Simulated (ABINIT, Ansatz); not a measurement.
# Lattice dynamics of Tb (P6_3/mmc) in two programs, part 3 of 4

How does Tb (P6_3/mmc) vibrate, and is this structure a minimum?

ABINIT 10.8.3; DFT PBE, scalar-relativistic, plane waves, PseudoDojo norm-conserving, 4f in core pseudopotentials.

So far. Step 4 (Self-consistent run for the response): The cell stands at -0.63 GPa: the relaxation ran with a smoothed and higher cutoff and on another k mesh. Step 5 (Linear response at Γ): The acoustic modes at Γ come out as far as 2.9 cm⁻¹ from zero, where they should vanish, a small numerical error. The relaxed cell has a = 3.619, c = 5.682 Å (conventional setting).

## (7) Dispersion

anaddb transforms the dynamical matrices to force constants and back along the path; points of the mesh come back as solved, but for the sum rule and, in polar crystals, the LO-TO term at Γ; the rest is interpolation.

anaddb.abi reads:

```
ddb_filepath "all_DDB"
output_file "anaddb.abo"
outdata_prefix "anaddb"
ifcflag 1
ngqpt 4 4 2
nqshft 1
q1shft 0.0 0.0 0.0
asr 1
chneut 0
dipdip 0
dipquad 0
quadquad 0
enunit 0
eivec 0
nph1l 93
qph1l 
    0.0 0.0 0.0 1.0
    0.05 0.0 0.0 1.0
    0.1 0.0 0.0 1.0
    0.15 0.0 0.0 1.0
    0.2 0.0 0.0 1.0
    0.25 0.0 0.0 1.0
    0.3 0.0 0.0 1.0
    0.35 0.0 0.0 1.0
    0.4 0.0 0.0 1.0
    0.45 0.0 0.0 1.0
    0.5 0.0 0.0 1.0
    0.48333333 0.03333333 0.0 1.0
    0.46666667 0.06666667 0.0 1.0
    0.45 0.1 0.0 1.0
    0.43333333 0.13333333 0.0 1.0
    0.41666667 0.16666667 0.0 1.0
    0.4 0.2 0.0 1.0
    0.38333333 0.23333333 0.0 1.0
    0.36666667 0.26666667 0.0 1.0
    0.35 0.3 0.0 1.0
    0.33333333 0.33333333 0.0 1.0
    0.3 0.3 0.0 1.0
    0.26666667 0.26666667 0.0 1.0
    0.23333333 0.23333333 0.0 1.0
    0.2 0.2 0.0 1.0
    0.16666667 0.16666667 0.0 1.0
    0.13333333 0.13333333 0.0 1.0
    0.1 0.1 0.0 1.0
    0.06666667 0.06666667 0.0 1.0
    0.03333333 0.03333333 0.0 1.0
    0.0 0.0 0.0 1.0
    0.0 0.0 0.05 1.0
    0.0 0.0 0.1 1.0
    0.0 0.0 0.15 1.0
    0.0 0.0 0.2 1.0
    0.0 0.0 0.25 1.0
    0.0 0.0 0.3 1.0
    0.0 0.0 0.35 1.0
    0.0 0.0 0.4 1.0
    0.0 0.0 0.45 1.0
    0.0 0.0 0.5 1.0
    0.05 0.0 0.5 1.0
    0.1 0.0 0.5 1.0
    0.15 0.0 0.5 1.0
    0.2 0.0 0.5 1.0
    0.25 0.0 0.5 1.0
    0.3 0.0 0.5 1.0
    0.35 0.0 0.5 1.0
    0.4 0.0 0.5 1.0
    0.45 0.0 0.5 1.0
    0.5 0.0 0.5 1.0
    0.48333333 0.03333333 0.5 1.0
    0.46666667 0.06666667 0.5 1.0
    0.45 0.1 0.5 1.0
    0.43333333 0.13333333 0.5 1.0
    0.41666667 0.16666667 0.5 1.0
    0.4 0.2 0.5 1.0
    0.38333333 0.23333333 0.5 1.0
    0.36666667 0.26666667 0.5 1.0
    0.35 0.3 0.5 1.0
    0.33333333 0.33333333 0.5 1.0
    0.3 0.3 0.5 1.0
    0.26666667 0.26666667 0.5 1.0
    0.23333333 0.23333333 0.5 1.0
    0.2 0.2 0.5 1.0
    0.16666667 0.16666667 0.5 1.0
    0.13333333 0.13333333 0.5 1.0
    0.1 0.1 0.5 1.0
    0.06666667 0.06666667 0.5 1.0
    0.03333333 0.03333333 0.5 1.0
    0.0 0.0 0.5 1.0
    0.5 0.0 0.5 1.0
    0.5 0.0 0.45 1.0
    0.5 0.0 0.4 1.0
    0.5 0.0 0.35 1.0
    0.5 0.0 0.3 1.0
    0.5 0.0 0.25 1.0
    0.5 0.0 0.2 1.0
    0.5 0.0 0.15 1.0
    0.5 0.0 0.1 1.0
    0.5 0.0 0.05 1.0
    0.5 0.0 0.0 1.0
    0.33333333 0.33333333 0.5 1.0
    0.33333333 0.33333333 0.45 1.0
    0.33333333 0.33333333 0.4 1.0
    0.33333333 0.33333333 0.35 1.0
    0.33333333 0.33333333 0.3 1.0
    0.33333333 0.33333333 0.25 1.0
    0.33333333 0.33333333 0.2 1.0
    0.33333333 0.33333333 0.15 1.0
    0.33333333 0.33333333 0.1 1.0
    0.33333333 0.33333333 0.05 1.0
    0.33333333 0.33333333 0.0 1.0
```

mrgddb.in reads:

```
all_DDB
merged
8
dfpt_gammao_DDB
dfpt_qo_DS1_DDB
dfpt_qo_DS2_DDB
dfpt_qo_DS3_DDB
dfpt_qo_DS4_DDB
dfpt_qo_DS5_DDB
dfpt_qo_DS6_DDB
dfpt_qo_DS7_DDB
```

Launch:

```console
mrgddb < mrgddb.in > mrgddb.log
OMP_NUM_THREADS=1 anaddb anaddb.abi > anaddb.log
```

anaddb.abo, the main output file:

```text
[banners, grids, parts of the stress and lines that vanish by symmetry left out]
-outvars_anaddb: echo values of input variables ----------------------

 Flags :
[...]
Phonon wavevector (reduced coordinates) :  0.00000  0.00000  0.00000
 Phonon energies in Hartree :
[...]
Phonon frequencies in cm-1    :
-  0.000000E+00  0.000000E+00  0.000000E+00  6.125645E+01  6.125645E+01
-  1.038572E+02
[...]
Phonon wavevector (reduced coordinates) :  0.05000  0.00000  0.00000
 Phonon energies in Hartree :
[...]
Phonon frequencies in cm-1    :
-  8.761668E+00  9.599677E+00  1.578047E+01  6.169947E+01  6.291702E+01
-  1.040731E+02
[...]
Phonon wavevector (reduced coordinates) :  0.10000  0.00000  0.00000
 Phonon energies in Hartree :
[...]
Phonon frequencies in cm-1    :
-  1.745119E+01  1.877148E+01  3.087723E+01  6.317399E+01  6.739987E+01
-  1.045907E+02
[...]
Phonon wavevector (reduced coordinates) :  0.15000  0.00000  0.00000
 Phonon energies in Hartree :
[...]
Phonon frequencies in cm-1    :
-  2.593573E+01  2.713247E+01  4.479762E+01  6.599224E+01  7.348428E+01
-  1.050849E+02
[...]
Phonon wavevector (reduced coordinates) :  0.20000  0.00000  0.00000
 Phonon energies in Hartree :
[...]
Phonon frequencies in cm-1    :
-  3.401241E+01  3.440190E+01  5.727386E+01  7.033247E+01  7.979248E+01
-  1.051868E+02
[...]
Phonon wavevector (reduced coordinates) :  0.25000  0.00000  0.00000
 Phonon energies in Hartree :
[...]
Phonon frequencies in cm-1    :
-  4.044317E+01  4.144620E+01  6.812024E+01  7.597518E+01  8.527844E+01
-  1.046327E+02
  Phonon wavevector (reduced coordinates) :  0.30000  0.00000  0.00000
 Phonon energies in Hartree :
[...]
Phonon frequencies in cm-1    :
-  4.524089E+01  4.801381E+01  7.703163E+01  8.228820E+01  8.952945E+01
-  1.033606E+02
  Phonon wavevector (reduced coordinates) :  0.35000  0.00000  0.00000
 Phonon energies in Hartree :
[...]
Phonon frequencies in cm-1    :
-  4.884146E+01  5.351802E+01  8.341593E+01  8.842185E+01  9.290820E+01
-  1.015453E+02
  Phonon wavevector (reduced coordinates) :  0.40000  0.00000  0.00000
 Phonon energies in Hartree :
[...]
Phonon frequencies in cm-1    :
-  5.131926E+01  5.776006E+01  8.678513E+01  9.352418E+01  9.606222E+01
-  9.958510E+01
  Phonon wavevector (reduced coordinates) :  0.45000  0.00000  0.00000
 Phonon energies in Hartree :
[...]
Phonon frequencies in cm-1    :
-  5.275901E+01  6.049399E+01  8.796976E+01  9.689217E+01  9.803547E+01
-  9.853877E+01
  Phonon wavevector (reduced coordinates) :  0.50000  0.00000  0.00000
 Phonon energies in Hartree :
[...]
Phonon frequencies in cm-1    :
-  5.322997E+01  6.144912E+01  8.821570E+01  9.743923E+01  9.806772E+01
-  9.946230E+01
  Phonon wavevector (reduced coordinates) :  0.48333  0.03333  0.00000
 Phonon energies in Hartree :
[...]
Phonon frequencies in cm-1    :
-  5.378069E+01  6.161459E+01  8.805591E+01  9.712733E+01  9.806853E+01
-  9.924708E+01
  Phonon wavevector (reduced coordinates) :  0.46667  0.06667  0.00000
 Phonon energies in Hartree :
[...]
Phonon frequencies in cm-1    :
-  5.536800E+01  6.210809E+01  8.753900E+01  9.620729E+01  9.811875E+01
-  9.861547E+01
  Phonon wavevector (reduced coordinates) :  0.45000  0.10000  0.00000
 Phonon energies in Hartree :
[...]
Phonon frequencies in cm-1    :
-  5.781657E+01  6.292141E+01  8.660323E+01  9.472502E+01  9.760871E+01
-  9.831218E+01
[...]
Phonon wavevector (reduced coordinates) :  0.10000  0.00000  0.50000
 Phonon energies in Hartree :
[...]
Phonon frequencies in cm-1    :
-  4.869841E+01  4.869841E+01  5.094487E+01  5.094487E+01  8.372064E+01
-  8.372064E+01
  Phonon wavevector (reduced coordinates) :  0.15000  0.00000  0.50000
 Phonon energies in Hartree :
[...]
Phonon frequencies in cm-1    :
-  5.248192E+01  5.248192E+01  5.569161E+01  5.569161E+01  8.643351E+01
-  8.643351E+01
  Phonon wavevector (reduced coordinates) :  0.20000  0.00000  0.50000
 Phonon energies in Hartree :
[...]
Phonon frequencies in cm-1    :
-  5.686510E+01  5.686510E+01  5.967914E+01  5.967914E+01  8.986605E+01
-  8.986605E+01
  Phonon wavevector (reduced coordinates) :  0.25000  0.00000  0.50000
 Phonon energies in Hartree :
[...]
Phonon frequencies in cm-1    :
-  6.132627E+01  6.132627E+01  6.242604E+01  6.242604E+01  9.338220E+01
-  9.338220E+01
  Phonon wavevector (reduced coordinates) :  0.30000  0.00000  0.50000
 Phonon energies in Hartree :
[...]
Phonon frequencies in cm-1    :
-  6.405751E+01  6.405751E+01  6.545191E+01  6.545191E+01  9.634434E+01
-  9.634434E+01
  Phonon wavevector (reduced coordinates) :  0.35000  0.00000  0.50000
 Phonon energies in Hartree :
[...]
Phonon frequencies in cm-1    :
-  6.488204E+01  6.488204E+01  6.893594E+01  6.893594E+01  9.842607E+01
-  9.842607E+01
[...]
Phonon wavevector (reduced coordinates) :  0.33333  0.33333  0.05000
 Phonon energies in Hartree :
[...]
Phonon frequencies in cm-1    :
-  7.270272E+01  7.270272E+01  8.084468E+01  8.084468E+01  8.907679E+01
-  1.008111E+02
  Phonon wavevector (reduced coordinates) :  0.33333  0.33333  0.00000
 Phonon energies in Hartree :
[...]
Phonon frequencies in cm-1    :
-  7.636945E+01  7.636945E+01  7.728491E+01  7.728491E+01  8.896396E+01
-  1.008492E+02
-
```

Wall time 0.54 s (1 thread of Arm Neoverse V1, shared host).

Numbers from this step:

| Property | Result |
| --- | --- |
| lowest frequency on the path | 0 cm⁻¹ |

Anaddb. The phonon branches at the labelled points (cm⁻¹):

| point | branch 1 | branch 2 | branch 3 | branch 4 | branch 5 | branch 6 |
| --- | --- | --- | --- | --- | --- | --- |
| Γ | 0 | 0 | 0 | 61 | 61 | 104 |
| halfway | 40 | 41 | 68 | 76 | 85 | 105 |
| M | 53 | 61 | 88 | 97 | 98 | 100 |
| halfway | 64 | 66 | 84 | 90 | 95 | 99 |
| K | 76 | 76 | 77 | 77 | 89 | 101 |
| halfway | 47 | 48 | 65 | 86 | 89 | 103 |
| Γ | 0 | 0 | 0 | 61 | 61 | 104 |
| halfway | 25 | 25 | 47 | 57 | 57 | 99 |
| A | 45 | 45 | 45 | 45 | 82 | 82 |
| halfway | 61 | 61 | 62 | 62 | 93 | 93 |
| L | 65 | 65 | 74 | 74 | 100 | 100 |
| halfway | 53 | 53 | 88 | 88 | 102 | 102 |
| H | 48 | 48 | 96 | 96 | 101 | 101 |
| halfway | 54 | 54 | 73 | 73 | 96 | 96 |
| A | 45 | 45 | 45 | 45 | 82 | 82 |
| jump to L | 65 | 65 | 74 | 74 | 100 | 100 |
| halfway | 59 | 60 | 80 | 91 | 99 | 100 |
| M | 53 | 61 | 88 | 97 | 98 | 100 |
| jump to H | 48 | 48 | 96 | 96 | 101 | 101 |
| halfway | 57 | 57 | 92 | 94 | 94 | 100 |
| K | 76 | 76 | 77 | 77 | 89 | 101 |

The phonon branches as a text plot (rows in cm⁻¹):

```
    103 |******          *******            ******
     99 |      **********       *       ****      *      ********
     94 |     **  **   **        *    **      ***  **      * **
     90 |    ** ** ***** *                   *   *   *    * *  **
     85 |     **  *      **       * **      *         *  * *
     81 |   **     ** *            *              *    ** *     *
     77 |    *       ***  **      *        *
     72 |  **       * ***  *             **        *     *      *
     68 | **       *   *    *           *           *
     64 |**     ***     **   *   *    *****              *  *  *
     59 |   *  *  *     * *   ***     *    *         *   ***
     55 |     * **               *   *      *     *** *    ** *
     50 |     **                  * **       **  *   **      *
     46 |  * *           * *    *  *           **      **
     42 |                         *
     37 |                 *
     33 | * *               *    *
     28 |  *               *
     24 |  *                    *
     20 | *                 *  *
     15 |**                 **
     11 |*                   * *
      7 |                    *
      2 |                     *
         Γ      M    K        Γ   A       L    H       A|L M|H  K
```

All branches are real along the path.

## (8) Density of states

Sums over the zone need many more wavevectors than were solved, so the interpolation is sampled on a dense mesh.

anaddb.abi reads:

```
ddb_filepath "all_DDB"
output_file "anaddb.abo"
outdata_prefix "anaddb"
ifcflag 1
ngqpt 4 4 2
nqshft 1
q1shft 0.0 0.0 0.0
asr 1
chneut 0
dipdip 0
dipquad 0
quadquad 0
prtdos 2
ng2qpt 14 14 8
dosdeltae 4.5563e-06
ntemper 11
temperinc 100.0
tempermin 0.0
```

Launch:

```console
OMP_NUM_THREADS=1 anaddb anaddb.abi > anaddb.log
```

anaddb.abo, the main output file:

```text
[banners, grids, parts of the stress and lines that vanish by symmetry left out]
-outvars_anaddb: echo values of input variables ----------------------

 Flags :
     ifcflag         1
 Miscellaneous information :
         asr         1
      chneut         0
 Interatomic Force Constants Inputs :
      dipdip         0
     dipquad         0
    quadquad         0
      ifcana         0
      ifcout         0
 Description of grid 1 :
        brav         1
       ngqpt         4         4         2
      nqshft         1
      q1shft
                     0.00000000E+00  0.00000000E+00  0.00000000E+00
 Phonon DOS information :
   dosdeltae  4.55630000E-06
    dossmear  4.55633525E-06
 Description of grid 2 (Fourier interp. or BZ sampling):
      ng2qpt        14        14         8
      ngrids         4
      q2shft         0.00000000E+00  0.00000000E+00  0.00000000E+00

================================================================================

 read the DDB information and perform some checks

  ==== Info on the Cryst% object ====
 Real(R)+Recip(G) space primitive vectors, cartesian coordinates (Bohr,Bohr^-1):
 R(1)=  6.8398453  0.0000000  0.0000000  G(1)=  0.1462021  0.0844098  0.0000000
 R(2)= -3.4199227  5.9234798  0.0000000  G(2)=  0.0000000  0.1688197  0.0000000
 R(3)=  0.0000000  0.0000000 10.7377727  G(3)=  0.0000000  0.0000000  0.0931292
 Unit cell volume ucvol=  4.3504823E+02 bohr^3
 Angles (23,13,12)=  9.00000000E+01  9.00000000E+01  1.20000000E+02 degrees
 Time-reversal symmetry is present
 Reduced atomic positions [iatom, xred, symbol]:
    1)    0.3333333  0.6666667  0.2500000  Tb
    2)    0.6666667  0.3333333  0.7500000  Tb

 DDB file with 8 blocks has been read.

================================================================================

 Calculation of the interatomic forces

       Homogeneous q point set in the B.Z.
 Grid q points  :       32
  1)   0.00000000E+00  0.00000000E+00  0.00000000E+00
  2)   2.50000000E-01  0.00000000E+00  0.00000000E+00
  3)   5.00000000E-01  0.00000000E+00  0.00000000E+00
  4)  -2.50000000E-01  0.00000000E+00  0.00000000E+00
  5)   0.00000000E+00  2.50000000E-01  0.00000000E+00
  6)   2.50000000E-01  2.50000000E-01  0.00000000E+00
  7)   5.00000000E-01  2.50000000E-01  0.00000000E+00
  8)  -2.50000000E-01  2.50000000E-01  0.00000000E+00
  9)   0.00000000E+00  5.00000000E-01  0.00000000E+00
 10)   2.50000000E-01  5.00000000E-01  0.00000000E+00
 11)   5.00000000E-01  5.00000000E-01  0.00000000E+00
 12)  -2.50000000E-01  5.00000000E-01  0.00000000E+00
 13)   0.00000000E+00 -2.50000000E-01  0.00000000E+00
 14)   2.50000000E-01 -2.50000000E-01  0.00000000E+00
[...]
26)   2.50000000E-01  5.00000000E-01  5.00000000E-01
 27)   5.00000000E-01  5.00000000E-01  5.00000000E-01
 28)  -2.50000000E-01  5.00000000E-01  5.00000000E-01
 29)   0.00000000E+00 -2.50000000E-01  5.00000000E-01
 30)   2.50000000E-01 -2.50000000E-01  5.00000000E-01
 31)   5.00000000E-01 -2.50000000E-01  5.00000000E-01
 32)  -2.50000000E-01 -2.50000000E-01  5.00000000E-01

 The interatomic forces have been obtained

================================================================================

 Calculation of phonon density of states

 Average speed of sound partial sums:     0.9127882681E-03 (at units)
-                                   =           1.9969 [km/s]

 Debye frequency from partial sums:     0.4695421373E-03 (Ha)
-                                 =     0.3089438851E+01 (THz)
-Debye temperature from partial sums:     0.1482696800E+03 (K)

 Average speed of sound:     0.9336956096E-03 (at units)
-                      =           2.0426 [km/s]

 Debye frequency from DOS:     0.4802969620E-03 (Ha)
-                        =     0.3160202198E+01 (THz)
-Debye temperature from DOS:     0.1516657851E+03 (K)

-
```

Wall time 0.56 s (1 thread).

Numbers from this step:

```yaml
share_of_modes_beyond_3i_cm_minus1_on_the_dense_interpolated_mesh: 0
zero_point_energy_per_atom: 14 meV
heat_capacity_at_300_k: 24.66 J/(mol atoms K)
vibrational_entropy_at_300_k: 51.60 J/(mol atoms K)
```

The phonon density of states has structure finer than the step of the table below, so its rows give means over 5 cm⁻¹, whole bins alone (the curve runs from -30 to 135 cm⁻¹). Peaks (cm⁻¹: height): 54.0: 0.115, 100.0: 0.269.

Tetrahedra. The phonon density of states by wavenumber; means over each step:

| wavenumber (cm⁻¹) | phonon density of states (1/cm⁻¹/cell) |
| --- | --- |
| 0 | 7.5e-6 |
| 5 | 1.4e-4 |
| 10 | 5.3e-4 |
| 15 | 0.00203 |
| 20 | 0.00407 |
| 25 | 0.00651 |
| 30 | 0.0100 |
| 35 | 0.0151 |
| 40 | 0.0226 |
| 45 | 0.0368 |
| 50 | 0.0951 |
| 55 | 0.102 |
| 60 | 0.0889 |
| 65 | 0.0758 |
| 70 | 0.0598 |
| 75 | 0.0760 |
| 80 | 0.0938 |
| 85 | 0.0811 |
| 90 | 0.0922 |
| 95 | 0.102 |
| 100 | 0.201 |
| 105 | 0.0349 |
| 110 | 0 |

Harmonic thermodynamic functions per atom, summed over the density of states scaled to three modes an atom; melting is ignored. Thermodynamic functions:

| T (K) | F_vib (meV/atom) | S (J/mol-atom/K) | C_V (J/mol-atom/K) |
| --- | --- | --- | --- |
| 0 | 14 | 0 | 0 |
| 50 | 12.01 | 11.31 | 17.02 |
| 100 | 2.26 | 25.32 | 22.52 |
| 200 | -33.32 | 41.67 | 24.3 |
| 300 | -81.99 | 51.6 | 24.66 |
| 400 | -139.3 | 58.72 | 24.78 |
| 500 | -203.2 | 64.25 | 24.84 |
| 600 | -272.2 | 68.78 | 24.87 |
| 700 | -345.5 | 72.62 | 24.89 |
| 800 | -422.5 | 75.94 | 24.9 |
| 900 | -502.8 | 78.88 | 24.91 |
| 1000 | -585.9 | 81.5 | 24.92 |

At 300 K the heat capacity has reached 99 % of the Dulong-Petit value.

(Continued in part 4 of 4.)

[Host names and launcher messages were left out of these logs when they were recorded.]

[Logs are printed without paths, hosts, clocks, repeated set-up lines and the standing remarks that a program may print on its own settings, such as how far it seeks lower states.]

[Hosts, paths, dates, database ids (printed as entryN), source tags and the programs' standing remarks are cut or masked in the printed files.]
